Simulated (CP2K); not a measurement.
The C K edge of ethylene sulfite was computed by TDDFT (CP2K XAS_TDP, aug-cc-pVDZ, TDA) at these levels: PBE, PBEh(45%) and PBEh(45%) + GW2X. The first three lines of C4 (bonded to C, O and 2 H) with a strength over 0.0015, energy in eV and strength:

| run | first | second | third |
| --- | --- | --- | --- |
| 1 | 291.06 (0.044) | 292.02 (0.011) | 292.55 (0.019) |
| 2 | 284.76 (0.045) | 285.72 (0.011) | 286.24 (0.020) |
| 3 | 269.93 (0.003) | 270.89 (0.002) | 271.22 (0.003) |

Question: Which run is which?

Run 1: PBEh(45%) + GW2X (45 % exact exchange). Run 2: PBEh(45%) (45 % exact exchange). Run 3: PBE (0 % exact exchange). Self-interaction lifts the core level, so the uncorrected lines rise with the share of exact exchange. The GW2X run keeps the spacings of its parent: 0.96 eV between the first two lines in run 1, 0.96 eV in run 2. Its shift is +6.30 eV, since the Kohn–Sham level at this share of exchange lies that far above the quasiparticle level.

[Hosts, paths, dates, database ids (printed as entryN), source tags and the programs' standing remarks are cut or masked in the printed files.]
